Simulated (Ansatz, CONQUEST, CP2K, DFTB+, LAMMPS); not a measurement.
**Other levels on amorphous polyethylene with carbon dioxide (capped chains of 6 units) at 480 K (106 atoms)**

Density of this cell: 0.819 g/cm³. The cell holds 106 atoms: 34 C, 60 H and 12 O. Its edges and angles: a = 11.024 Å, b = 11.024 Å, c = 11.024 Å, α = 90.0°, β = 90.0°, γ = 90.0°. 2 polyethylene chains of 6 units with methyl end groups, 6 carbon dioxide placed at random, at 0.819 g/cm³; overlaps pushed apart, then 20 ps at 800 K with MMFF94 bonds, angles, torsions, charges and radii (Halgren, J. Comput. Chem. 17, 490 (1996)) in harmonic and 12-6 forms. Snapshot after 30 ps at 480 K and fixed volume.

Geometry: as built.

The reference, a calculation:

| Property | Result |
| --- | --- |
| method | Kohn-Sham DFT, PBE, PAW, plane waves (Ansatz 0.2.0); cutoff 420 eV, Γ point, fermi-dirac smearing of 0.05 eV; PAW set soft_2 |
| r.m.s. force component | 2.309 eV/Å |
| longest force | 11.16 eV/Å |
| pressure | -5.299 GPa |
| gap (highest filled to lowest empty level) | 2.307 eV |
| SCF cycles | 14 |
| time | 13 s on 4 threads of Intel Xeon Platinum 8375C at 2.90GHz (Ice Lake), shared host |
| CPU time | 45 s |

Q: Estimate the differences from the reference, the CPU time and the memory of each run.
- DFTB+ DFTB 3ob-3-1 (DFTB+ 25.1; 1 thread)
- DFTB+ GFN2-xTB (DFTB+ 25.1; 1 thread)
- CP2K PBE, DZVP-UZH, 600/50 Ry, diagonalisation (CP2K 2026.2; 4 MPI ranks)
- DFTB+ GFN1-xTB (DFTB+ 25.1; 1 thread)
- CP2K PBE, DZVP-UZH, 420/50 Ry, diagonalisation (CP2K 2026.2; 4 MPI ranks)
- CONQUEST PBE, grid 40 Ha (CONQUEST 1.3; 2 MPI ranks)
- CONQUEST PBE, grid 120 Ha, multi-site 6.5 bohr (CONQUEST 1.3; 4 MPI ranks)
- DFTB+ DFTB mio-1-1 (DFTB+ 25.1; 1 thread)
- CONQUEST PBE, grid 120 Ha (CONQUEST 1.3; 4 MPI ranks)

Differences are against the plane-wave reference, forces as r.m.s. over components; share is that over the reference's r.m.s. force, slope the least-squares factor from reference forces to these. Total energies of different programs have different zeros and aren't compared.

| run | Δ force, r.m.s. (meV/Å) | share (%) | slope | Δ pressure (GPa) | Δ gap (eV) | cores | CPU time | memory (GiB) |
| --- | --- | --- | --- | --- | --- | --- | --- | --- |
| reference | - | - | - | - | - | 4 | 45 s | 1.3 |
| DFTB+ DFTB 3ob-3-1 | 253 | 10.9 | 0.982 | -1.30 | 0.227 | 1 | 0.67 s | 0.17 |
| DFTB+ GFN2-xTB | 497 | 21.5 | 1.163 | -3.40 | -1.63 | 1 | 5.1 s | 0.17 |
| CP2K PBE, DZVP-UZH, 600/50 Ry, diagonalisation | 82.5 | 3.57 | 0.974 | 0.497 | 4.0e-4 | 4 | 12 min | 5.2 |
| DFTB+ GFN1-xTB | 540 | 23.4 | 1.186 | -3.19 | -1.81 | 1 | 3.5 s | 0.17 |
| CP2K PBE, DZVP-UZH, 420/50 Ry, diagonalisation (coarse) | 87.5 | 3.79 | 0.975 | 0.504 | 6.0e-4 | 4 | 8.5 min | 2.8 |
| CONQUEST PBE, grid 40 Ha (coarse) | 1332 | 57.7 | 0.975 | 2.31 | -0.0082 | 2 | 2.6 min | 1.8 |
| CONQUEST PBE, grid 120 Ha, multi-site 6.5 bohr (coarse) | 283 | 12.3 | 0.983 | - | 0.293 | 4 | 8.3 min | 6.3 |
| DFTB+ DFTB mio-1-1 | 182 | 7.88 | 1.010 | -1.15 | 0.771 | 1 | 0.42 s | 0.17 |
| CONQUEST PBE, grid 120 Ha | 281 | 12.2 | 0.984 | 1.66 | 0.025 | 4 | 8.9 min | 6.5 |

Rows marked coarse were listed beforehand as settings not expected to be converged; some can still land near the reference.

CPU time is summed over cores on a shared host, where runs went side by side, so it is rough. Symmetry, cutoffs, thresholds, outputs and thread counts weren't matched or tuned between programs; memory under MPI is the largest rank's times the ranks.

The PBE runs in local orbitals, coarse settings apart, differ by 3.6 % (CP2K PBE, DZVP-UZH, 600/50 Ry, diagonalisation) to 12 % (CONQUEST PBE, grid 120 Ha); basis, grid and potentials can all enter. Tight binding differs by 7.9 % (DFTB+ DFTB mio-1-1) to 23 % (DFTB+ GFN1-xTB); it is another model, with fitted parameters of its own, and the xTB methods hold dispersion. Runs with settings chosen to be coarse differ by 3.8 % (CP2K PBE, DZVP-UZH, 420/50 Ry, diagonalisation) to 58 % (CONQUEST PBE, grid 40 Ha), their programs' other errors included. Of the electronic-structure runs that take under half the reference's CPU time, DFTB+ DFTB mio-1-1 comes nearest, at 7.9 % in 0.42 s against 45 s. Periodic xTB results under one method name differ between programs and library versions (DFTB+ here holds tblite 0.3). Forces of 2.3 eV/Å r.m.s. are well above thermal ones: they come largely from the bond lengths of the classical model, and they dominate the comparison. With short bonds to hydrogen, sets of potentials differ among themselves by several per cent in forces even at converged cutoffs, so the reference isn't exact here either. The network of contacts between molecules at the start is that of the classical potential that made the cell, and needn't be the one that DFT or experiment would give. The electronic-structure runs sample only Γ, in a cell whose shortest periodic width is 11 Å.

[Hosts, paths, dates, database ids (printed as entryN), source tags and the programs' standing remarks are cut or masked in the printed files.]

[The MMFF94 radii named for the starting cell were scaled by 0.96; in molecules described by MMFF94, hydrogen bound to N, O or S took a small fixed 12-6 site in their place.]
